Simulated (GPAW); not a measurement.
Consider Li2MnO2 (P-3m1).

```xyz
5
Lattice="3.1950 0.0000 0.0000 -1.5975 2.7670 0.0000 0.0000 0.0000 5.3030" Properties=species:S:1:pos:R:3 pbc="T T T"
Mn    0.0000    0.0000    0.0000
O     1.5975    0.9223    3.9826
O     0.0000    1.8446    1.3204
Li    0.0000    1.8446    3.2295
Li    1.5975    0.9223    2.0735
```

Absorber: atom 4, with 1 O at 1.91 Å and 3 O at 1.99 Å (distorted tetrahedral, site symmetry 3m). Method: GPAW, LDA + U (Mn 4 eV), full core hole (charged cell), 20-atom cell with 6.2 Å between holes, 3×3×3 k points, dipole transitions, Gaussian full width 0.9 eV up to 4 eV, rising linearly to 3.5 eV at 25 eV.

**Question.** What does the Li K edge look like?

Main maxima up to 24 eV above the zero (height): 2.6 eV (1.83), 7.3 eV (2.55), 11.3 eV (0.85) and 15.3 eV (0.98). A K edge sees empty p states on the absorber. The total-energy difference plus the lowest empty eigenvalue puts the zero at 54.24 eV. The tabulated edge of the element is 54.7 eV. The functional and the charged cell's background leave an error in such absolute values: in the free atom LDA prices this hole 1.0 eV below PBE (computed apart), and PBE is itself good to a few eV.

The Li K spectrum (energy from the lowest empty level; intensity scaled to a mean of 1 over the first 20 eV; polarised curves are means over the symmetry-equivalent atoms):

```
E (eV)  isotropic  ε ⊥ c  ε ∥ c
  -2.0       0.00   0.00   0.00
  -1.5       0.00   0.00   0.00
  -1.0       0.00   0.00   0.00
  -0.5       0.00   0.00   0.00
   0.0       0.01   0.01   0.01
   0.5       0.11   0.10   0.12
   1.0       0.44   0.41   0.50
   1.5       0.91   0.92   0.88
   2.0       1.43   1.68   0.94
   2.5       1.82   2.21   1.04
   3.0       1.66   1.93   1.12
   3.5       1.20   1.34   0.93
   4.0       1.01   1.10   0.82
   4.5       1.06   1.11   0.97
   5.0       1.09   0.91   1.45
   5.5       1.37   0.97   2.18
   6.0       1.67   1.36   2.30
   6.5       1.99   2.13   1.72
   7.0       2.44   3.04   1.22
   7.5       2.49   3.15   1.15
   8.0       1.92   2.25   1.25
   8.5       1.21   1.19   1.27
   9.0       0.78   0.57   1.20
   9.5       0.61   0.34   1.16
  10.0       0.61   0.29   1.26
  10.5       0.72   0.30   1.56
  11.0       0.83   0.34   1.82
  11.5       0.84   0.39   1.75
  12.0       0.76   0.44   1.41
  12.5       0.68   0.50   1.03
  13.0       0.65   0.59   0.76
  13.5       0.69   0.73   0.60
  14.0       0.78   0.90   0.55
  14.5       0.89   1.05   0.58
  15.0       0.97   1.12   0.67
  15.5       0.97   1.08   0.74
  16.0       0.89   0.95   0.77
  16.5       0.76   0.77   0.73
  17.0       0.64   0.63   0.65
  17.5       0.56   0.56   0.57
  18.0       0.53   0.55   0.50
  18.5       0.53   0.57   0.45
  19.0       0.53   0.58   0.43
  19.5       0.54   0.59   0.44
  20.0       0.55   0.58   0.47
  20.5       0.55   0.57   0.51
  21.0       0.55   0.56   0.54
  21.5       0.54   0.53   0.55
  22.0       0.52   0.50   0.54
  22.5       0.49   0.47   0.52
  23.0       0.46   0.45   0.48
  23.5       0.43   0.43   0.44
  24.0       0.41   0.41   0.41
  24.5       0.40   0.41   0.38
  25.0       0.39   0.41   0.36
  25.5       0.39   0.42   0.34
  26.0       0.40   0.43   0.33
  26.5       0.40   0.44   0.32
  27.0       0.39   0.44   0.31
  27.5       0.38   0.43   0.29
  28.0       0.37   0.41   0.28
  28.5       0.35   0.38   0.28
  29.0       0.33   0.35   0.27
  29.5       0.31   0.33   0.28
  30.0       0.30   0.30   0.29
  30.5       0.29   0.28   0.30
  31.0       0.28   0.26   0.31
  31.5       0.27   0.25   0.32
  32.0       0.26   0.23   0.32
```

The hole lies in one spin channel, while the script sums the empty states of both and takes the lower zero; where the two channels are split, this blurs and shifts the curve. The spins start ferromagnetically in a simple order, which needn't be the measured one; gap and edge can depend on it. The holes are only 6.2 Å apart, so the shape is probably not converged with cell size; no larger cell was run here. The mesh is coarse (0.43 Å⁻¹ between points), so small maxima may be mesh ripples. Lifetime broadening is put in by hand, and intensities beyond about 20 eV depend on it and on the partial waves; weight that the partial waves miss at high energy is lost. The structure is a published determination, not relaxed.

[Banner, clock and machine lines of the logs are left out without a mark of their own.]

[Logs are printed without paths, hosts, clocks, repeated set-up lines and the standing remarks that a program may print on its own settings, such as how far it seeks lower states.]

[Hosts, paths, dates, database ids (printed as entryN), source tags and the programs' standing remarks are cut or masked in the printed files.]

[Lists of maxima count a maximum above −3 eV only where it reaches 4 % of the highest in the window and stands out from its surroundings by 2 % of it (1.5 % where it reaches 55 %); shoulders and weaker maxima are passed over, and of the rest the first, up to two pre-edge ones and the few strongest are named.]
